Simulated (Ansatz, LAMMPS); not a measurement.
# Relaxing Li+ PF6- in dimethoxyethane and ethylene carbonate, from a frame at 400 K (198 atoms)

Wanted: the relaxed structure of Li+ PF6- in dimethoxyethane and ethylene carbonate, from a frame at 400 K (198 atoms) and its electronic structure.

Main program and level: Ansatz 0.2.0; Kohn-Sham DFT, PBE+D3(BJ), PAW (set soft_2), plane waves.

### Step 1. Starting point

The cell holds 198 atoms: 45 C, 33 O, 88 H, 4 P, 24 F and 4 Li. Its edges and angles: a = 13.146 Å, b = 13.146 Å, c = 13.146 Å, α = 90.0°, β = 90.0°, γ = 90.0°. 6 dimethoxyethane, 7 ethylene carbonate, 4 Li+, 4 PF6- placed at random, at 1.29 g/cm³; overlaps pushed apart, then 10 ps at 550 K with stiff harmonic cages for PF6 and BF4 with UFF radii; Joung-Cheatham ions (J. Phys. Chem. B 112, 9020 (2008)); MMFF94 bonds, angles, torsions, charges and radii (Halgren, J. Comput. Chem. 17, 490 (1996)) in harmonic and 12-6 forms; charges of ions scaled by 0.8. Snapshot after 30 ps at 400 K and fixed volume.

Limits known from the start: The network of contacts between molecules at the start is that of the classical potential that made the cell. The density was typed from a rule of thumb and may lie off the real one at this temperature. Sampling is at Γ alone, for a cell whose shortest periodic width is 13 Å.

### Step 2. Single point at the start

The forces at the start show how far the geometry lies from a minimum of this functional.

input.yaml

```yaml
crystal:
  lattice:
    - [13.14569, 0.0, 0.0]
    - [0.0, 13.14569, 0.0]
    - [0.0, 0.0, 13.14569]
  atoms:
    - { symbol: C, position: [0.76783, 0.41764, 0.88865] }
    - { symbol: O, position: [0.87017, 0.42558, 0.92772] }
    - { symbol: C, position: [0.87455, 0.42635, 0.03479] }
    - { symbol: C, position: [0.98179, 0.39943, 0.06363] }
    [... 188 atom lines left out ...]
    - { symbol: F, position: [0.23022, 0.84391, 0.66053] }
    - { symbol: F, position: [0.20753, 0.90354, 0.49603] }
    - { symbol: Li, position: [0.46464, 0.84096, 0.09451] }
    - { symbol: Li, position: [0.96599, 0.53822, 0.89657] }
    - { symbol: Li, position: [0.07573, 0.49904, 0.44284] }
    - { symbol: Li, position: [0.69249, 0.1543, 0.60813] }
kpoints:
  mp_grid: { grid: [1, 1, 1] }
hamiltonian:
  xc: pbe
  dispersion: d3bj
scf:
  occupations: { method: fixed }
output:
  forces: true
  stress: true
  populations: true
  dos:
    method: { smearing: { sigma: 0.1 } }
    de: 0.1
    projected: { site_lists: { C: [C], F: [F], H: [H], Li: [Li], O: [O] } }
  eigenvalues: true
```

Run with:

```bash
$ ansatz run input.yaml --threads 4 --pin off --max-ram 8192MiB --backend cpu --events-out ev --progress --plain --runs-dir out
```

Run time: 49 s. Hardware: 4 threads of Arm Neoverse V2, shared host; peak memory 3.3 GiB.

The run gave:

```
free energy                                      : -54665.9838 eV
free energy per atom                             : -276.0908 eV/atom
SCF cycles                                       : 10
pressure                                         : 2.362 GPa
r.m.s. force component                           : 1.078 eV/Å
longest force                                    : 5.735 eV/Å
Fermi energy                                     : -0.5023 eV
gap (highest filled to lowest empty level) : 3.944 eV
spilling of the projection                       : 0.0127
```

The r.m.s. force component of 1.1 eV/Å and the pressure of 2.4 GPa set the starting point.

Length of the force by element:

| element | coordination | atoms | mean length of the force (eV/Å) | spread | least | most |
| --- | --- | --- | --- | --- | --- | --- |
| C | all | 45 | 2.32 | 1.14 | 0.395 | 5.73 |
| F | all | 24 | 1.79 | 0.959 | 0.401 | 3.91 |
| H | all | 88 | 1.09 | 0.511 | 0.142 | 2.57 |
| Li | all | 4 | 0.490 | 0.180 | 0.322 | 0.776 |
| O | all | 33 | 1.94 | 0.697 | 0.683 | 3.68 |
| P | all | 4 | 2.03 | 1.08 | 0.286 | 3.25 |

### Step 3. Relaxation

The atoms are relaxed in the fixed cell, aiming at the force tolerance of the input.

input.yaml, the sections that differ from step 2:

```yaml
output:
  forces: true
relax:
  f_tol: 0.03
  max_steps: 200
# crystal, kpoints, hamiltonian, scf: as in step 2
```

It took 17 min on 4 threads; peak memory 3 GiB.

Relaxation path (22 of 58):

| step | energy less that of the first step (eV) | largest force component (eV/Å) |
| --- | --- | --- |
| 1 | 0.0000 | 5.0293 |
| 4 | -11.7630 | 0.8125 |
| 6 | -12.3026 | 0.3317 |
| 9 | -12.5801 | 0.3557 |
| 12 | -12.7886 | 0.4117 |
| 15 | -12.9309 | 0.3521 |
| 17 | -13.0222 | 0.1583 |
| 20 | -13.1004 | 0.3397 |
| 23 | -13.1653 | 0.1582 |
| 25 | -13.1916 | 0.1401 |
| 28 | -13.2281 | 0.2510 |
| 31 | -13.2700 | 0.1275 |
| 34 | -13.3045 | 0.1314 |
| 36 | -13.3347 | 0.0818 |
| 39 | -13.3711 | 0.2212 |
| 42 | -13.4143 | 0.4058 |
| 44 | -13.4405 | 0.2643 |
| 47 | -13.4647 | 0.0734 |
| 50 | -13.4764 | 0.0721 |
| 53 | -13.4829 | 0.0547 |
| 55 | -13.4864 | 0.0517 |
| 58 | -13.4890 | 0.0257 |

The atoms that moved most (Å):

| atom | dx | dy | dz | length |
| --- | --- | --- | --- | --- |
| H156 | 1.632 | -0.002 | -3.029 | 3.441 |
| H154 | 2.830 | -0.790 | -1.041 | 3.117 |
| H124 | -0.582 | 1.112 | 2.748 | 3.022 |
| H155 | -0.050 | 0.241 | -2.808 | 2.819 |
| H126 | 1.636 | 0.262 | 1.960 | 2.566 |
| H8 | -1.015 | 2.299 | 0.278 | 2.529 |
| H29 | -0.908 | 1.540 | 1.787 | 2.528 |
| H163 | -2.082 | -1.317 | -0.237 | 2.475 |

The relaxation changed the energy by -68.1 meV/atom, and atoms moved by 1.4 Å r.m.s., 3.4 Å at most.

### Step 4. Distances and neighbours after relaxation

Density 1.29 g/cm³, 11.47 Å³ an atom.

Pair distribution functions g(r), in bins of 0.2 Å:

| r (Å) | total | H-H | H-C | H-O | H-F | H-Li | H-P |
| --- | --- | --- | --- | --- | --- | --- | --- |
| 1.00 | 1.96 | 0.00 | 9.70 | 0.00 | 0.00 | 0.00 | 0.00 |
| 1.20 | 1.64 | 0.00 | 7.05 | 0.00 | 0.00 | 0.00 | 0.00 |
| 1.40 | 1.20 | 0.00 | 0.00 | 0.00 | 0.00 | 0.00 | 0.00 |
| 1.60 | 0.67 | 0.00 | 0.00 | 0.00 | 0.00 | 0.00 | 0.00 |
| 1.80 | 0.90 | 4.53 | 0.00 | 0.00 | 0.00 | 0.00 | 0.00 |
| 2.00 | 1.08 | 0.00 | 0.00 | 6.20 | 0.00 | 0.00 | 0.00 |
| 2.20 | 0.96 | 0.18 | 2.48 | 0.21 | 0.09 | 0.00 | 0.00 |
| 2.40 | 1.22 | 2.06 | 0.04 | 0.16 | 0.65 | 0.00 | 0.00 |
| 2.60 | 0.86 | 1.06 | 1.35 | 1.22 | 1.67 | 0.00 | 0.00 |
| 2.80 | 0.62 | 0.58 | 0.54 | 0.88 | 1.82 | 0.31 | 0.00 |
| 3.00 | 0.82 | 1.40 | 0.76 | 0.99 | 0.48 | 1.98 | 0.00 |
| 3.20 | 0.91 | 0.68 | 1.21 | 1.03 | 0.99 | 3.25 | 0.48 |
| 3.40 | 0.91 | 0.56 | 0.90 | 0.74 | 0.89 | 2.90 | 2.17 |
| 3.60 | 0.85 | 0.99 | 0.60 | 0.60 | 0.76 | 0.81 | 2.37 |
| 3.80 | 0.92 | 0.94 | 0.87 | 0.74 | 0.92 | 2.33 | 1.77 |
| 4.00 | 1.05 | 0.86 | 1.27 | 1.23 | 1.15 | 2.09 | 1.59 |
| 4.20 | 1.01 | 1.04 | 0.62 | 1.39 | 1.31 | 0.74 | 1.16 |
| 4.40 | 0.96 | 0.79 | 0.96 | 1.16 | 1.08 | 0.00 | 1.07 |
| 4.60 | 1.16 | 1.18 | 1.00 | 1.19 | 1.80 | 0.61 | 1.46 |
| 4.80 | 1.09 | 0.97 | 1.27 | 1.00 | 1.35 | 1.11 | 1.34 |
| 5.00 | 1.01 | 0.88 | 1.13 | 1.14 | 1.12 | 0.30 | 0.92 |
| 5.20 | 1.00 | 1.01 | 0.94 | 0.88 | 0.86 | 1.33 | 1.33 |
| 5.40 | 1.06 | 1.01 | 0.93 | 1.01 | 0.86 | 1.05 | 1.25 |
| 5.60 | 1.02 | 1.05 | 0.92 | 0.84 | 1.13 | 0.98 | 1.14 |
| 5.80 | 1.11 | 1.09 | 1.02 | 1.20 | 0.96 | 1.52 | 1.15 |
| 6.00 | 1.00 | 1.02 | 1.12 | 0.96 | 1.04 | 1.01 | 0.78 |
| 6.20 | 1.00 | 1.02 | 1.02 | 0.97 | 1.02 | 0.80 | 1.15 |
| 6.40 | 0.94 | 0.83 | 1.08 | 0.82 | 0.92 | 1.32 | 0.62 |

### Step 5. Single point at the relaxed geometry

One more single point at the end of the walk gives the fuller output and checks the residual forces.

input.yaml

```yaml
crystal:
  lattice:
    - [13.14569, 0.0, 0.0]
    - [0.0, 13.14569, 0.0]
    - [0.0, 0.0, 13.14569]
  atoms:
    - { symbol: C, position: [0.73635, 0.55556, 0.89199] }
    - { symbol: O, position: [0.82889, 0.50843, 0.92526] }
    - { symbol: C, position: [0.83326, 0.49991, 0.0337] }
    - { symbol: C, position: [0.92254, 0.43265, 0.05901] }
    [... 188 atom lines left out ...]
    - { symbol: F, position: [0.17891, 0.85949, 0.55339] }
    - { symbol: F, position: [0.23785, 0.94781, 0.41259] }
    - { symbol: Li, position: [0.48786, 0.80292, 0.11608] }
    - { symbol: Li, position: [0.97458, 0.55286, 0.87435] }
    - { symbol: Li, position: [0.0243, 0.52663, 0.37476] }
    - { symbol: Li, position: [0.63813, 0.21186, 0.65468] }
kpoints:
  mp_grid: { grid: [1, 1, 1] }
hamiltonian:
  xc: pbe
  dispersion: d3bj
scf:
  occupations: { method: fixed }
output:
  forces: true
  stress: true
  populations: true
  dos:
    method: { smearing: { sigma: 0.08 } }
    de: 0.1
    projected: { site_lists: { C: [C], F: [F], H: [H], Li: [Li], O: [O] } }
  eigenvalues: true
  write_density: true
  write_potential: true
  volumetric_format: npy
  elf: true
```

The job ended after 51 s (4 threads; peak memory 3.3 GiB).

The program notes that the exchange-correlation potential is rough where the density is thin.

The run gave:

| Quantity | Value |
| --- | --- |
| free energy | -54679.4728 eV |
| free energy per atom | -276.1590 eV/atom |
| SCF cycles | 10 |
| pressure | -0.3247 GPa |
| r.m.s. force component | 0.00416 eV/Å |
| longest force | 0.03329 eV/Å |
| Fermi energy | -0.9418 eV |
| gap (highest filled to lowest empty level) | 5.168 eV |
| spilling of the projection | 0.01259 |

Löwdin charges by element (they lack the spilled electrons, 0.042 e an atom on average):

| element | coordination | atoms | mean charge (e) | spread | least | most |
| --- | --- | --- | --- | --- | --- | --- |
| C | all | 45 | 0.0141 | 0.311 | -0.235 | 0.729 |
| F | all | 24 | -0.473 | 0.0091 | -0.497 | -0.458 |
| H | all | 88 | 0.200 | 0.0192 | 0.162 | 0.245 |
| Li | all | 4 | 0.766 | 0.0089 | 0.757 | 0.779 |
| O | all | 33 | -0.339 | 0.064 | -0.459 | -0.252 |
| P | all | 4 | 2.42 | 0.0032 | 2.41 | 2.42 |

States in the cell by windows of 1 eV, zero at the Fermi level; the larger projections on atomic orbitals stand beside the total:

| from (eV) | to (eV) | total | O p | C p | F p | H s |
| --- | --- | --- | --- | --- | --- | --- |
| -10 | -9 | 10.8 | 2.6 | 2.0 | 1.6 | 0.8 |
| -9 | -8 | 18.2 | 4.7 | 4.6 | 0.0 | 2.8 |
| -8 | -7 | 28.4 | 5.0 | 7.2 | 10.3 | 1.8 |
| -7 | -6 | 64.7 | 16.9 | 22.6 | 8.3 | 9.0 |
| -6 | -5 | 53.5 | 14.5 | 16.7 | 13.4 | 6.3 |
| -5 | -4 | 74.2 | 16.4 | 20.6 | 25.3 | 8.8 |
| -4 | -3 | 70.0 | 12.9 | 16.9 | 30.2 | 7.9 |
| -3 | -2 | 76.8 | 14.5 | 17.7 | 33.1 | 8.9 |
| -2 | -1 | 50.0 | 31.8 | 4.7 | 7.8 | 4.7 |
| -1 | 0 | 27.7 | 19.8 | 2.5 | 0.1 | 4.8 |
| 0 | 1 | 0.7 | 0.5 | 0.1 | 0.0 | 0.1 |
| 1 | 5 | 0.0 | 0.0 | 0.0 | 0.0 | 0.0 |

The curve was stored every 0.10 eV, coarse against its broadening of 0.08 eV, so these counts are rough.

With fixed occupations the program's Fermi level is the highest filled level; weight inside the gap is the broadening of levels at its edges.

Between -26 and -10 eV lie 183 more states.

Not all projections were asked for or kept, so they needn't add up to the total.

The levels nearest the highest filled one (over half full), pooled over k-points and spins:

| level less the highest filled one (eV) | occupation |
| --- | --- |
| -0.232 | 2 |
| -0.221 | 2 |
| -0.151 | 2 |
| -0.0764 | 2 |
| -0.0353 | 2 |
| 0 | 2 |
| 5.17 | 0 |
| 5.21 | 0 |
| 5.29 | 0 |
| 5.33 | 0 |
| 5.46 | 0 |
| 5.50 | 0 |

Mean Löwdin charges: C +0.01, F -0.47, H +0.20, Li +0.77, O -0.34, P +2.42 e (they miss 1.3 % of the electrons, so they add up to more than the cell's charge).

Runs without a result: total_charge = -1 (refused).

1 further run on a deliberately doubtful input is not shown.

### Step 6. Outcome

| Item | Value |
| --- | --- |
| energy change in the relaxation | -68.13 meV/atom |
| r.m.s. displacement | 1.357 Å |
| largest displacement | 3.441 Å |
| free energy per atom | -276.1590 eV/atom |
| pressure | -0.3247 GPa |
| r.m.s. force component | 0.00416 eV/Å |
| gap (highest filled to lowest empty level) | 5.168 eV |
| wall time of the 3 DFT runs | 19 min |

In words: Relaxation lowers the energy by 68.1 meV/atom and moves atoms by 1.4 Å r.m.s.; the r.m.s. force component goes from 1.1 to 0.0042 eV/Å, the pressure goes from 2.4 to -0.32 GPa, and the gap from 3.94 to 5.17 eV. From the first step to the last the energy fell by 13.489 eV, and the largest move was 3.44 Å (H156). Between filled and empty levels lie 5.17 eV (at Γ alone); a semilocal functional tends to put such gaps too low. In a disordered cell it changes from sample to sample and from frame to frame.

**Limits.** The network of contacts between molecules at the start is that of the classical potential that made the cell; in DFT atoms moved by 1.4 Å r.m.s.

[Logs are printed without paths, hosts, clocks, repeated set-up lines and the standing remarks that a program may print on its own settings, such as how far it seeks lower states.]

[Hosts, paths, dates, database ids (printed as entryN), source tags and the programs' standing remarks are cut or masked in the printed files.]

[The MMFF94 radii named for the starting cell were scaled by 0.96; in molecules described by MMFF94, hydrogen bound to N, O or S took a small fixed 12-6 site in their place.]
